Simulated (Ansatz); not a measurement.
# YC3 (built on the sites of a database entry of InC3): from the cell to its phonons

Wanted: vibrations and spectra of YC3 (built on the sites of a database entry of InC3); the cell is already relaxed. After the zone centre comes a 2×2×2 q mesh on a 10×10×10 k mesh.

Calculated with Ansatz 0.2.0; DFT PBEsol, scalar-relativistic, plane waves, PAW.

The structure was built from a prototype and need not be the compound's stable phase.

## 1. Set-up

Symmetry: Pm-3m, No. 221, cubic system. The conventional cell has a = 3.493 Å, b = 3.493 Å, c = 3.493 Å, α = 90.00°, β = 90.00°, γ = 90.00°. Y has 12 C at 2.47 Å nearest. Nearest to C lie 4 Y at 2.47 Å and 8 C at 2.47 Å. Farther neighbours are not listed.

As a file:

```
Y C
1.0
     3.49342    0.00000    0.00000
     0.00000    3.49342    0.00000
     0.00000    0.00000    3.49342
Y C
1 3
Direct
  0.00000 0.00000 0.00000
  0.00000 0.50000 0.50000
  0.50000 0.00000 0.50000
  0.50000 0.50000 0.00000
```

## 2. Modes at Γ

The cell comes from relaxations at this level that are not shown. The zone centre comes first: it holds the modes that light can see, as far as symmetry allows. No field response is asked, since the mesh shows no gap.

File input.yaml:

```yaml
crystal:
  lattice:
    - [3.4934150787, 0.0, 0.0]
    - [0.0, 3.4934150787, 0.0]
    - [0.0, 0.0, 3.4934150787]
  atoms:
    - { symbol: "Y", position: [0.0, 0.0, 0.0] }
    - { symbol: C, position: [0.0, 0.5, 0.5] }
    - { symbol: C, position: [0.5, 0.0, 0.5] }
    - { symbol: C, position: [0.5, 0.5, 0.0] }
kpoints:
  mp_grid: { grid: [10, 10, 10] }
hamiltonian:
  xc: pbesol
scf:
  occupations: { method: methfessel_paxton, width: 0.15 }
output:
  eigenvalues: true
phonons:
  method: dfpt
```

Run with:

```
> ansatz run input.yaml --threads 8 --pin off --max-ram 14336MiB --backend cpu --events-out ev --progress --plain --runs-dir out
```

Numbers of over 12 decimals in the logs are rounded to 6 here.

Output:

```text
zone centre: on kpoints.mp_grid the ground state, and the responses unless they are solved on pairs of k-points, stand on 216 of the mesh's 1000 k-points, reduced under 8 symmetry operations, with k and −k counted as one. Each operation leaves every solved displacement unchanged or reverses it
Engine: ansatz 0.2.0, x86_64-unknown-linux-gnu
Pseudopotentials: kind: paw
Pseudopotential: Y, paw, valence charge 11, recommended cutoff 420 eV (normal), Y.paw.azcp
Pseudopotential: C, paw, valence charge 4, recommended cutoff 420 eV (normal), C.paw.azcp
Functional definition: PBEsol
  exchange = pbesol_x
  correlation = pbesol_c
Crystal: 4 atoms, lattice volume = 42.633 Å³
Basis set: ecut = 420 eV, 847 PW (Γ), exchange–correlation on 48×48×48 points (8 copies of the dense FFT grid, shifted against one another)
Bands: 16, of which v1, the nominal top of the filled ones, is band 12 counted from 1 (11 counted from 0)
Symmetry: 48 space group operations
k-points: 216 of 1000 (irreducible under 8 space group operations)
Non-local potential: Y, projectors of the file, l = 0: 3, l = 1: 2, l = 2: 2, l = 3: 1
Non-local potential: C, projectors of the file, l = 0: 2, l = 1: 2, l = 2: 1
PAW form: soft (Blöchl's): semilocal exchange-correlation on the pseudo side does not see the compensation charge
PAW frozen core: Y, regenerated for the run's functional, and the local potential with it (the file was generated under x = pbe(κ = 0.804, μ = 0.219515), c = pbe(β = 0.066725))
PAW frozen core: C, regenerated for the run's functional, and the local potential with it (the file was generated under x = pbe(κ = 0.804, μ = 0.219515), c = pbe(β = 0.066725))
PAW one-centre angular grid: Y, 590 points (default); XC on 64 Gauss nodes
PAW one-centre angular grid: C, 110 points (default); XC on 64 Gauss nodes
Initial density: superposition of atomic densities (neutral atoms: chi_scale 0, normalization atom), corrected by the library's trained network
Initial wavefunctions: pseudopotential atomic-orbital guess
Functional: x = pbesol(κ = 0.804, μ = 0.123457), c = pbesol(β = 0.046)
SCF iter   1: F=—  HF=-4527.046334 eV  |F-HF|=—  |Δ(HF+E_count)|=         —  Δρ=7.05e-3  dr2=1.61e-2  ethr=1.77e-3  ⟨swp⟩=5.2  Hψ=15955  notcnv=0
preconditioner: auto → none  [insulator: Δε(μ)=0.099 eV  Ē_g=12.029 eV  σ=0.150 eV  W_gap=0.52  n_scr=6 (ndim 8)  ℏωp=26.1 eV  f_vac=0.000  D(μ)=1.20/eV (n_scr^D=6)  ε∞_Penn≈5.7]
SCF iter   2: F=—  HF=-4527.038823 eV  |F-HF|=—  |Δ(HF+E_count)|=   7.51e-3  S|Δr|=    0.00e0  Δρ=1.95e-3  dr2=1.08e-3  ethr=7.00e-5  ⟨swp⟩=2.6  Hψ=6983  notcnv=0
SCF iter   3: F=—  HF=-4527.038581 eV  |F-HF|=—  |Δ(HF+E_count)|=   2.43e-4  S|Δr|=    0.00e0  Δρ=4.01e-4  dr2=4.23e-5  ethr=4.72e-6  ⟨swp⟩=2.3  Hψ=4863  notcnv=0
SCF iter   4: F=—  HF=-4527.038585 eV  |F-HF|=—  |Δ(HF+E_count)|=   4.58e-6  S|Δr|=    0.00e0  Δρ=1.47e-4  dr2=2.59e-6  ethr=1.84e-7  ⟨swp⟩=2.1  Hψ=4928  notcnv=0
SCF iter   5: F=—  HF=-4527.038589 eV  |F-HF|=—  |Δ(HF+E_count)|=   3.38e-6  S|Δr|=    0.00e0  Δρ=1.60e-5  dr2=9.51e-8  ethr=1.13e-8  ⟨swp⟩=2.7  Hψ=6312  notcnv=0
SCF iter   6: F=—  HF=-4527.038589 eV  |F-HF|=—  |Δ(HF+E_count)|=   4.04e-8  S|Δr|=    0.00e0  Δρ=4.64e-6  dr2=3.90e-9  ethr=4.13e-10  ⟨swp⟩=2.1  Hψ=5838  notcnv=0
SCF iter   7: F=—  HF=-4527.038589 eV  |F-HF|=—  |Δ(HF+E_count)|=   1.35e-9  S|Δr|=    0.00e0  Δρ=5.32e-7  dr2=9.11e-11  ethr=1.70e-11  ⟨swp⟩=2.0  Hψ=5860  notcnv=0
SCF iter   8: F=-4527.038589 eV  HF=-4527.038589 eV  |F-HF|=9.09e-13  |Δ(HF+E_count)|=  1.82e-11  S|Δr|=    0.00e0  Δρ=5.60e-8  dr2=9.13e-13  ethr=1.00e-12  ⟨swp⟩=5.6  Hψ=14095  notcnv=0
SCF 1 converged in 8 iterations: F = -4527.038589 eV  dr2 = 9.13e-13
  greatest PAW one-centre occupation: 0.993 electrons in one spin orbital (limit 2), on the Y atom at site 0 (counted from 0), in its partial waves of l = 0
DFPT response loops at Γ: preconditioner auto → Kerker (q_TF=auto, 2.462 Å⁻¹) (partly filled bands, converged f_vac=0.000); β = 1.00, the filter's whole step (`scf.mixing.beta` (0.50) is not read by the response loops under this deck's `scf.mixing.preconditioner`; to damp them name `kerker` or `kerker_dos`, under which they read `scf.mixing.beta`, and type it under 1.00, their step now; both keys bind the ground state too); Broyden in place of MSR1
SCF converged after 8 iterations
Stability not checked: this state was not tested for a lower state beside it, because cold or Methfessel-Paxton smearing, or corrected tetrahedra, fill the levels in a way that the test cannot read (fill_not_monotonic; see scf.lower_state_search)
Free energy (F): -4527.038589 eV
Harris-Foulkes:  -4527.038589 eV  (|F-HF|=9.09e-13)
Internal energy: -4527.041685 eV  (E = F + TS)
E sigma→0 (E₀):  -4527.039363 eV
Entropy (-TS):   0.003096 eV (0.774 meV/atom)
Fermi energy:    11.665295 eV
--- Per-component energies (eV) ---
  E_band       = -15.828367
  E_kinetic    = 548.342558
  E_local      = -589.548515  (includes V_loc(G=0)·N_el)
  E_nonlocal   = 135.624951
  E_hartree    = 165.593683
  E_xc         = -311.977070
  E_vxc        = -372.459154  (∫ρ·V_xc dr)
  E_paw        = -3054.846313  (= ΣΔE_a)
  E_vpaw       = -68.975602  (= ΣTr[D̂ρ^β])
  E_aug_tail   = 0.000010  (compensation charges beyond the density's cutoff)
  E_ewald      = -1420.443062
  E_core_change = 0.212074  (= ΣΔE_core)
  E_smearing   = 0.003096  (= −TS)
  E_closure    = -0.000000  (closes the sum)
  Σ components = -4527.038589   (vs F -4527.038589, Δ=0.00e0)
--- Band table (eV; the first three rows and the last of 216) ---
  k-point 0: bands = [... 8 lower, 8.5877, 8.5877, 12.5263, 12.5263, 12.5263, 16.0134, 16.0134, 16.0134]
  k-point 1: bands = [... 8 lower, 8.5536, 8.7792, 11.9845, 12.2587, 12.2587, 15.7425, 15.8739, 15.8739]
  k-point 2: bands = [... 8 lower, 8.4370, 9.3371, 10.9354, 11.8157, 11.8157, 15.2127, 15.5059, 15.5059]
  k-point 215: bands = [... 8 lower, 8.7519, 8.7519, 8.7519, 15.4956, 15.4956, 15.4956, 16.2234, 16.2234]
--- Phonons (Γ-DFPT): 3 representative perturbations + reference, on 216 of 1000 k-points (Σ response iterations 9) ---
  k mesh reduced under 8 symmetry operations, with k and −k counted as one. Each operation leaves every solved displacement unchanged or reverses it
  ASR residual: 7.597e-5 → 0.000e0 eV/Å²; symmetrization residual: 2.232e-6 eV/Å²
  ASR residual per site (eV/Å²): 7.60e-5 6.46e-6 6.46e-6 6.46e-6
  Γ frequencies (cm⁻¹): -517.49 -517.49 -517.49 0.00 0.00 0.00 386.91 386.91 386.91 448.27 448.27 448.27
  non-analytic LO–TO correction: not included (Born effective charges unavailable; polar crystals: no LO–TO splitting at Γ)
```

Run time: 4.3 s. Hardware: 8 threads of Intel Xeon 6975P-C (Granite Rapids), shared host; peak memory 0.83 GiB; 25 s of CPU time.

This step gave:

- volume per atom: 10.66 Å³
- gap on the k-mesh: 0 eV
- sum-rule residual before enforcement: 7.60e-5 eV/Å²
- point group: m-3m
- highest optical mode at the zone centre (no LO-TO term): 448.3 cm⁻¹
- lowest optical zone-centre mode: -517.5 cm⁻¹

Patterns of degenerate modes are one choice out of their space. The modes at Γ (shares of kinetic energy by element, %) (negative means imaginary):

```tsv
mode	frequency (cm⁻¹)	symmetry	Y %	C %
1	-517.5	T1u	2	98
2	-517.5	T1u	2	98
3	-517.5	T1u	2	98
4	0.0	acoustic	71	29
5	0.0	acoustic	71	29
6	0.0	acoustic	71	29
7	386.9	T2u	0	100
8	386.9	T2u	0	100
9	386.9	T2u	0	100
10	448.3	T1u	26	74
11	448.3	T1u	26	74
12	448.3	T1u	26	74
```

Displacements in mode 3 (-517.5 cm⁻¹), the largest set to 1:
```
Y1   0.00  0.01 -0.06
C2   0.00  0.03 -0.27
C3   0.00 -0.11 -0.27
C4   0.00  0.03  1.00
```

Displacements in mode 11 (448.3 cm⁻¹), the largest set to 1:
```
Y1  -0.32 -0.02 -0.02
C2   0.40  0.06  0.05
C3   1.00  0.03  0.05
C4   1.00  0.06  0.02
```

Before it was imposed, the acoustic sum rule was missed by 7.6e-5 eV/Å². Small misses are needed for a sound result but don't prove that mesh and cutoff are converged. The lowest optical mode is imaginary, 517.5i cm⁻¹, so the energy falls along it.

## 3. The dispersion

Stability and thermal properties need the whole zone. Linear response on a 2×2×2 q mesh gives force constants as far as a supercell of that size would.

input.yaml: that of step 2 with these lines changed.

```diff
@@ -20 +20,8 @@
   method: dfpt
+  qmesh: [2, 2, 2]
+  temperatures: { t_max: 1000, t_step: 50 }
+  qpath:
+    path:
+      - [[0.0, 0.0, 0.0], [0.0, 0.5, 0.0], [0.5, 0.5, 0.0], [0.0, 0.0, 0.0], [0.5, 0.5, 0.5], [0.0, 0.5, 0.0]]
+      - [[0.5, 0.5, 0.5], [0.5, 0.5, 0.0]]
+    npoints: 10
```

Output:

```text
[...]
Crystal: 4 atoms, lattice volume = 42.633 Å³
Basis set: ecut = 420 eV, 847 PW (Γ), exchange–correlation on 48×48×48 points (8 copies of the dense FFT grid, shifted against one another)
Bands: 16, of which v1, the nominal top of the filled ones, is band 12 counted from 1 (11 counted from 0)
[... 1 set-up line as in the run before ...]
k-points: 56 of 1000
[...]
SCF iter   1: F=—  HF=-4527.045788 eV  |F-HF|=—  |Δ(HF+E_count)|=         —  Δρ=7.04e-3  dr2=1.61e-2  ethr=1.77e-3  ⟨swp⟩=5.4  Hψ=4137  notcnv=0
[...]
SCF iter   8: F=-4527.038589 eV  HF=-4527.038589 eV  |F-HF|=0.00e0  |Δ(HF+E_count)|=  1.09e-11  S|Δr|=    0.00e0  Δρ=4.08e-8  dr2=4.57e-13  ethr=1.00e-12  ⟨swp⟩=5.8  Hψ=3672  notcnv=0
SCF 1 converged in 8 iterations: F = -4527.038589 eV  dr2 = 4.57e-13
[...]
phonons: the bands overlap, so this run is a metal and interpolates without the dipole-dipole term. If the crystal is really an insulator or semiconductor, its LO-TO splitting is missing
NSCF: frozen V_eff on 56 k-points
[...]
DFPT response loops at q = (0, 0, 0) (fractional): preconditioner auto → Kerker (q_TF=auto, 2.462 Å⁻¹) (partly filled bands, converged f_vac=0.000); β = 1.00, the filter's whole step (`scf.mixing.beta` (0.50) is not read by the response loops under this deck's `scf.mixing.preconditioner`; to damp them name `kerker` or `kerker_dos`, under which they read `scf.mixing.beta`, and type it under 1.00, their step now; both keys bind the ground state too); Broyden in place of MSR1
[...]
SCF converged after 8 iterations
[...]
Free energy (F): -4527.038589 eV
[...]
Internal energy: -4527.041685 eV  (E = F + TS)
E sigma→0 (E₀):  -4527.039363 eV
Entropy (-TS):   0.003096 eV (0.774 meV/atom)
Fermi energy:    11.665295 eV
[...]
--- Band table (eV; the first three rows and the last of 56) ---
  k-point 0: bands = [... 8 lower, 8.5877, 8.5877, 12.5263, 12.5263, 12.5263, 16.0134, 16.0134, 16.0134]
  k-point 1: bands = [... 8 lower, 8.5536, 8.7792, 11.9845, 12.2587, 12.2587, 15.7425, 15.8739, 15.8739]
  k-point 2: bands = [... 8 lower, 8.4370, 9.3371, 10.9354, 11.8157, 11.8157, 15.2127, 15.5059, 15.5059]
  k-point 55: bands = [... 8 lower, 8.7519, 8.7519, 8.7519, 15.4956, 15.4956, 15.4956, 16.2234, 16.2234]
--- Phonons (Γ-DFPT): 3 representative perturbations + reference (Σ response iterations 9) ---
  ASR residual: 5.276e-5 → 0.000e0 eV/Å²; symmetrization residual: 2.754e-6 eV/Å²
  ASR residual per site (eV/Å²): 5.28e-5 3.97e-6 3.97e-6 3.97e-6
[...]
--- Phonons (arbitrary-q DFPT): 4 irreducible q on the 2×2×2 mesh ---
  q = [0.0000, 0.0000, 0.0000] (star 1, of the zone-centre solve; hermiticity 3.59e-7, symmetrization 8.11e-14): -517.49 -517.49 -517.49 -0.00 -0.00 0.00 386.91 386.91 386.91 448.27 448.27 448.27
  q = [0.0000, 0.0000, -0.5000] (star 3, 7 solved perturbations in 1332 linear systems a pass and spin channel, the states on 216 of 1000 k-point pairs; hermiticity 2.54e-7, symmetrization 8.61e-9): -517.85 -517.85 -322.34 120.31 120.31 226.66 343.63 343.63 393.34 407.50 422.75 422.75
[...]
sum rule: each row above includes the acoustic sum rule's correction from the zone centre's row sums; it moved no ω² by more than (0.40 cm⁻¹)²
  mesh force constants: q→R imaginary residual 1.64e-17; ASR residual 5.276e-5 → 0.000e0 eV/Å²; symmetrization residual 5.329e-15 eV/Å²
  interpolated dispersion: 62 rows × 12 modes
  density of states and harmonic sums: on the 18×18×18 q-mesh, interpolated from the force constants of a 2×2×2 supercell (no non-analytic term)
  largest difference from the sums on the solved wave vectors: F 1.66e-2 eV, S 2.50e-5 and C_V 1.41e-5 eV/K
  zero-point energy: 0.165362 eV/cell   skipped modes (ω ≤ 0): 857, of them read as no rigid motion or as one in doubt: 854 (3.849e0 modes/cell left out, lowest -797.80 cm⁻¹)   left out of the sums: 3.21e-1 of the cell's modes: C_V's classical limit lies that fraction below 3 k_B per atom; for a crystal, a wire or a layer, F and S can be off by more, and a phonons.interpolated_qmesh denser along its periods is the remedy for the sampling
```

The job ended after 16 s (8 threads; peak memory 0.79 GiB).

Numbers from this step:

| Property | Result |
| --- | --- |
| sum-rule residual before enforcement | 5.28e-5 eV/Å² |
| lowest frequency on the path | -797.8 cm⁻¹ |
| highest frequency on the path or at a solved wavevector | 478.7 cm⁻¹ |
| lowest mode on the q mesh (acoustic modes at Γ apart) | -797.8 cm⁻¹ |

Frequencies (cm⁻¹) solved at each irreducible wavevector; negative means imaginary. Frequencies by wavevector, by row:

```tsv
q in reciprocal lattice units	star	mode 1	mode 2	mode 3	mode 4	mode 10	mode 11	mode 12
0 0 0	1	-517.5	-517.5	-517.5	0	448.3	448.3	448.3
0 0 -0.5	3	-517.9	-517.9	-322.3	120.3	407.5	422.8	422.8
0 -0.5 -0.5	3	-424.4	-334.2	-277.1	113	454.7	454.7	477.7
-0.5 -0.5 -0.5	1	-797.8	-286.6	-286.6	-286.6	473.9	473.9	473.9
```

Interpolated from a 2×2×2 q mesh, rough between the solved points. The phonon branches at the labelled points (cm⁻¹):

```tsv
point	branch 1	branch 2	branch 3	branch 4	branch 9	branch 10	branch 11	branch 12
Γ	-518	-518	-518	0	387	448	448	448
halfway	-517	-517	-435	81	390	433	433	435
X	-518	-518	-322	120	393	408	423	423
halfway	-461	-439	-323	97	400	410	426	472
M	-424	-334	-277	113	372	455	455	478
halfway	-480	-467	-415	117	388	413	415	470
Γ	-518	-518	-518	0	387	448	448	448
halfway	-557	-371	-371	-78	361	439	461	461
R	-798	-287	-287	-287	363	474	474	474
halfway	-598	-310	-295	-179	370	442	462	472
X	-518	-518	-322	120	393	408	423	423
jump to R	-798	-287	-287	-287	363	474	474	474
halfway	-671	-261	-225	-209	369	467	467	476
M	-424	-334	-277	113	372	455	455	478
```

The phonon density of states has structure finer than the step of the table below, so its rows give means over 25 cm⁻¹, whole bins alone (the curve runs from -795 to 485 cm⁻¹). Peaks (cm⁻¹: height): -515.0: 0.0284, 365.0: 0.119, 475.0: 0.0577.

Tetrahedra on a 18×18×18 mesh, mean over bins of 10 cm-1. Interpolated from a 2×2×2 q mesh, rough between the solved points. Phonon density of states against wavenumber; means over each step:

```tsv
wavenumber (cm⁻¹)	phonon density of states (1/cm⁻¹/cell)
-775	2.8e-4
-750	4.7e-4
-725	6.3e-4
-700	8.0e-4
-675	9.7e-4
-650	0.00119
-625	0.00145
-600	0.00180
-575	0.00234
-550	0.00330
-525	0.0116
-500	0.0166
-475	0.00947
-450	0.00756
-425	0.00616
-400	0.00623
-375	0.00696
-350	0.00871
-325	0.0114
-300	0.00847
-275	0.00883
-250	0.00571
-225	0.00469
-200	0.00387
-175	0.00398
-150	0.00411
-125	0.00404
-100	0.00354
-75	0.00290
-50	0.00247
-25	0.00240
0	0.00252
25	0.00314
50	0.00571
75	0.0121
100	0.0145
125	0.0122
150	0.0125
175	0.0136
200	0.0102
225	0.00248
250	0.00274
275	0.00635
300	0.00872
325	0.00679
350	0.0281
375	0.0569
400	0.0213
425	0.0283
450	0.0417
```

The partial phonon density of states has structure finer than the step of the table below, so its rows give means over 25 cm⁻¹, whole bins alone (the curve runs from -802 to 503 cm⁻¹). Peaks (cm⁻¹: height): C -514.9: 0.0198, 363.4: 0.0518, 461.9: 0.0435; Y -96.3: 0.0026, 182.8: 0.0122, 363.4: 0.015, 445.5: 0.00396.

Phonopy on the run's constants, 17x17x17 mesh, Gaussian sigma 9.3 cm-1. Interpolated from a 2×2×2 q mesh, rough between the solved points. Table of partial phonon density of states by wavenumber; means over each step; values in 1/cm⁻¹/cell:

```tsv
wavenumber (cm⁻¹)	C	Y
-775	3.0e-4	0
-750	5.0e-4	0
-725	5.9e-4	0
-700	8.7e-4	0
-675	9.0e-4	0
-650	0.00128	0
-625	0.00139	0
-600	0.00175	0
-575	0.00258	0
-550	0.00302	8.0e-7
-525	0.0124	6.6e-5
-500	0.0151	1.1e-4
-475	0.00991	7.8e-5
-450	0.00729	7.0e-5
-425	0.00631	7.5e-5
-400	0.00627	8.5e-5
-375	0.00680	9.7e-5
-350	0.00849	1.3e-4
-325	0.0107	1.6e-4
-300	0.00855	2.2e-4
-275	0.00787	7.1e-4
-250	0.00532	8.8e-4
-225	0.00394	0.00101
-200	0.00252	0.00146
-175	0.00231	0.00181
-150	0.00213	0.00202
-125	0.00211	0.00214
-100	0.00195	0.00238
-75	0.00138	0.00194
-50	9.5e-4	0.00153
-25	5.0e-4	8.0e-4
0	2.2e-4	3.2e-4
25	0.00114	0.00165
50	0.00204	0.00399
75	0.00342	0.00824
100	0.00420	0.0107
125	0.00321	0.00973
150	0.00267	0.00987
175	0.00225	0.0112
200	0.00139	0.00876
225	9.3e-4	0.00243
250	0.00191	0.00111
275	0.00454	0.00180
300	0.00583	0.00231
325	0.00502	0.00207
350	0.0240	0.00669
375	0.0422	0.0105
400	0.0210	0.00236
425	0.0253	0.00294
450	0.0379	0.00371
475	0.0322	0.00181
```

Symmetry leaves 4 wavevectors to solve. The lowest mode among them, the acoustic zeros apart, lies at q = (-0.5, -0.5, -0.5) and is imaginary, 797.8i cm⁻¹, so the energy falls along it.

## 4. Isotope substitution

An isotope changes the mass and not the force constants, so no new electronic calculation is needed; the shifts show which modes move this element.

The same force constants with the mass of C changed from 12.011 to 13.003 u (phonopy, no LO-TO term). Both lists are sorted by frequency; levels can cross, so a row need not hold one and the same mode. Modes under 3 cm⁻¹ are left out. Isotope shifts, by row, the first 40 of 45 rows:

```tsv
q	rank	natural mass (cm⁻¹)	changed mass (cm⁻¹)
0 0 0	1	-517.5	-497.8
0 0 0	2	-517.5	-497.8
0 0 0	3	-517.5	-497.8
0 0 0	7	386.9	371.9
0 0 0	8	386.9	371.9
0 0 0	9	386.9	371.9
0 0 0	10	448.3	435.5
0 0 0	11	448.3	435.5
0 0 0	12	448.3	435.5
0 0 -0.5	1	-517.9	-497.7
0 0 -0.5	2	-517.9	-497.7
0 0 -0.5	3	-322.3	-309.9
0 0 -0.5	4	120.3	119.5
0 0 -0.5	5	120.3	119.5
0 0 -0.5	6	226.7	226.6
0 0 -0.5	7	343.6	330.2
0 0 -0.5	8	343.6	330.2
0 0 -0.5	9	393.3	378
0 0 -0.5	10	407.5	391.6
0 0 -0.5	11	422.8	409.1
0 0 -0.5	12	422.8	409.1
0 -0.5 -0.5	1	-424.4	-407.9
0 -0.5 -0.5	2	-334.2	-321.2
0 -0.5 -0.5	3	-277.1	-266.3
0 -0.5 -0.5	4	113	108.7
0 -0.5 -0.5	5	150.1	149
0 -0.5 -0.5	6	150.1	149
0 -0.5 -0.5	7	188.6	188.6
0 -0.5 -0.5	8	372.3	357.8
0 -0.5 -0.5	9	372.3	357.8
0 -0.5 -0.5	10	454.7	440.2
0 -0.5 -0.5	11	454.7	440.2
0 -0.5 -0.5	12	477.7	459.1
-0.5 -0.5 -0.5	1	-797.8	-766.8
-0.5 -0.5 -0.5	2	-286.6	-279.1
-0.5 -0.5 -0.5	3	-286.6	-279.1
-0.5 -0.5 -0.5	4	-286.6	-279.1
-0.5 -0.5 -0.5	5	-243.3	-233.8
-0.5 -0.5 -0.5	6	-243.3	-233.8
-0.5 -0.5 -0.5	7	363.3	358.5
```

A mode of this element alone would shift by -3.89 %. The highest zone-centre frequency without the field goes from 448.3 to 435.5 cm⁻¹ (-2.8 %).

## 5. Results

| Property | Result |
| --- | --- |
| space group (within 0.01 Å) | Pm-3m |
| volume per atom | 10.7 Å³ |
| electronic character | no gap on this mesh |
| highest optical mode at the zone centre (no LO-TO term) | 448 cm⁻¹ |
| lowest optical zone-centre mode | -517 cm⁻¹ |
| lowest mode on the q mesh (acoustic modes at Γ apart) | -798 cm⁻¹ |
| highest frequency on the path or at a solved wavevector | 479 cm⁻¹ |
| imaginary modes on the 2×2×2 q mesh | yes |

Modes are clearly imaginary (beyond 10i cm⁻¹) at 4 of the 4 irreducible wavevectors, most at q = (-0.5, -0.5, -0.5) (797.8i cm⁻¹), so this structure is not a minimum of the energy. The optical modes at Γ span -517 to 448 cm⁻¹ (negative means imaginary). The highest mode in this list at Γ, 448.3 cm⁻¹, is mostly motion of C (74 % of the kinetic energy). The q mesh stands for a supercell only 7.0 Å across, so branches between the solved wavevectors are rough. With no gap, or one that is small against the smearing, the frequencies hang on the k mesh and the smearing, most of all near Kohn anomalies. The phonon runs are without spin polarisation, although the cell has an odd electron count. The starting cell was built on a prototype and not taken from a measurement, so the phase need not exist. These are harmonic frequencies at zero temperature: anharmonic shifts, linewidths and thermal expansion are left out.

[Logs are printed without paths, hosts, clocks, repeated set-up lines and the standing remarks that a program may print on its own settings, such as how far it seeks lower states.]

[Hosts, paths, dates, database ids (printed as entryN), source tags and the programs' standing remarks are cut or masked in the printed files.]
